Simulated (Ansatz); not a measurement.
## MgTiS3 (model cell, started as cubic perovskite with Ti in the octahedra): the cell at rest: bringing the structure to rest

Ansatz 0.2.0; DFT PBE, scalar-relativistic, plane waves, PAW; PAW set soft_1.

The structure was built from a prototype and need not be the compound's stable phase.

The structure is cubic, space group Pm-3m (No. 221). Conventional cell: a = 4.792 Å, b = 4.792 Å, c = 4.792 Å, α = 90.00°, β = 90.00°, γ = 90.00°. Nearest to Mg lie 12 S at 3.39 Å. Nearest to Ti lie 6 S at 2.40 Å. Nearest to S lie 2 Ti at 2.40 Å. Farther neighbours and most contacts between anions are not listed.

The steps of the relaxation:

```tsv
step	energy less that of the first step (eV)	largest force component (eV/Å)	pressure (GPa)	volume (Å³)
1	0.0000	0.0000	-3.57	110.05
2	-0.0656	0.0000	-0.48	105.07
3	-0.0666	0.0000	0.04	104.34
4*	-0.0659	0.0000	0.05	104.34
```

Relaxation steps marked * repeat the geometry before them on a plane-wave basis chosen anew for their cell, so energy and pressure can jump there.

Forces are held to the 48 operations that the run works with; a distortion that breaks them can't arise in this run.

```tsv
conventional cell, symmetrised	before	after	change
a (Å)	4.792	4.708	-1.8 %
b (Å)	4.792	4.708	-1.8 %
c (Å)	4.792	4.708	-1.8 %
volume (Å³/atom)	22.01	20.87	-5.2 %
```

The relaxed structure:

```cif
data_structure
_symmetry_space_group_name_H-M 'P 1'
_symmetry_Int_Tables_number 1
_cell_length_a 4.7078
_cell_length_b 4.7078
_cell_length_c 4.7078
_cell_angle_alpha 90.000
_cell_angle_beta 90.000
_cell_angle_gamma 90.000
_cell_volume 104.34
loop_
_atom_site_label
_atom_site_type_symbol
_atom_site_fract_x
_atom_site_fract_y
_atom_site_fract_z
_atom_site_occupancy
Mg1 Mg 0.00000 0.00000 0.00000 1
Ti2 Ti 0.50000 0.50000 0.50000 1
S3 S 0.50000 0.50000 0.00000 1
S4 S 0.50000 0.00000 0.50000 1
S5 S 0.00000 0.50000 0.50000 1
```

This step gave:

```yaml
pressure: 0.04663 GPa
volume_per_atom: 20.87 Å³
```

ELF in the ac plane at fractional y = 0.500, with atoms of Ti and S within 0.2 Å of it. It is the smooth field of the valence electrons, not physical close to the nuclei.

Ten even steps from '_' (0.02) to '@' (0.84), each cell a mean:
```
____..**@@@@--..**@@%%==____
..__..==%%@@@@%%@@@@##::____
++--..::++%%@@@@@@##--..::==
@@%%++::..::------::..--##%%
@@@@@@++..::==**--..::##@@@@
==##@@**::++%%%%##----@@@@**
__==@@##--##%%##%%**--@@%%..
..**@@##::**%%%%%%==--@@@@--
%%@@@@**..--**##++::::%%@@@@
@@@@##--....::--::....++%%@@
##++--..--**####**++::::==**
::....--##@@@@@@@@@@++......
____..++@@@@**==##@@%%--____
____::##@@%%..__==@@@@++..__
```
Columns run along a (4.7 Å), rows up along c (4.7 Å). Atoms in or near the plane, at fractional coordinates: Ti at (0.50, 0.50), S at (0.50, 0.00), S at (0.00, 0.50).

Electrostatic potential energy in the ac plane at fractional y = 0.500, with atoms of Ti and S within 0.2 Å of it. With pseudopotentials it is smooth inside the atoms' cores, unlike the true potential.

Ten even steps from '0' (-37 eV) to '9' (11 eV), each cell a mean:
```
99997201048999
99998621379999
99999876789999
89999877789998
45898532478874
01586200147730
20375100027611
10486200037720
13787421258862
78998765689987
99999887899999
99999743589999
99998300159999
99997112048999
```
Columns run along a (4.7 Å; values clipped at the 3rd and 97th percentile), rows up along c (4.7 Å). Atoms in or near the plane, at fractional coordinates: Ti at (0.50, 0.50), S at (0.50, 0.00), S at (0.00, 0.50).

Valence density in the ac plane at fractional y = 0.500, with atoms of Ti and S within 0.2 Å of it. It is the smooth field of the valence electrons, not physical close to the nuclei.

Ten steps, logarithmic in the rise over the least value, from '0' (0 e/Å³) to '9' (11 e/Å³), each cell a mean:
```
00013444442100
00013455432100
11112344321111
32211233321122
44322356422234
45433688743344
24534799863454
45433699853454
44422467632344
33221234321233
21112233321111
00012445432100
00013454542100
00023442443100
```
Columns run along a (4.7 Å), rows up along c (4.7 Å). Atoms in or near the plane, at fractional coordinates: Ti at (0.50, 0.50), S at (0.50, 0.00), S at (0.00, 0.50).

Q: Write an input that reproduces this.

The system, level and task follow from the heading and the kind of results. Meshes, cutoffs and thresholds can't be read from the results; these are the ones that the run used.

File input.yaml:

```yaml
crystal:
  lattice:
    - [4.7922, 0.0, 0.0]
    - [0.0, 4.7922, 0.0]
    - [0.0, 0.0, 4.7922]
  atoms:
    - { symbol: Mg, position: [0.0, 0.0, 0.0] }
    - { symbol: Ti, position: [0.5, 0.5, 0.5] }
    - { symbol: S, position: [0.5, 0.5, 0.0] }
    - { symbol: S, position: [0.5, 0.0, 0.5] }
    - { symbol: S, position: [0.0, 0.5, 0.5] }
kpoints:
  mp_grid: { grid: [8, 8, 8] }
hamiltonian:
  xc: pbe
  pseudopotentials: { kind: paw, azcp: { folder: soft_1 } }
scf:
  occupations: { method: gaussian, width: 0.1 }
output:
  forces: true
  stress: true
  eigenvalues: true
  write_density: true
  write_potential: true
  elf: true
  volumetric_format: npy
relax:
  adjacent_minimum: "off"
  f_tol: 0.005
  max_steps: 80
  cell: { stress_tol: 0.05 }
```

Launch:

```console
$ ansatz run input.yaml --threads 4 --pin off --max-ram 16384MiB --backend cpu --events-out ev --progress --plain --runs-dir out
```

[Logs are printed without paths, hosts, clocks, repeated set-up lines and the standing remarks that a program may print on its own settings, such as how far it seeks lower states.]

[Hosts, paths, dates, database ids (printed as entryN), source tags and the programs' standing remarks are cut or masked in the printed files.]
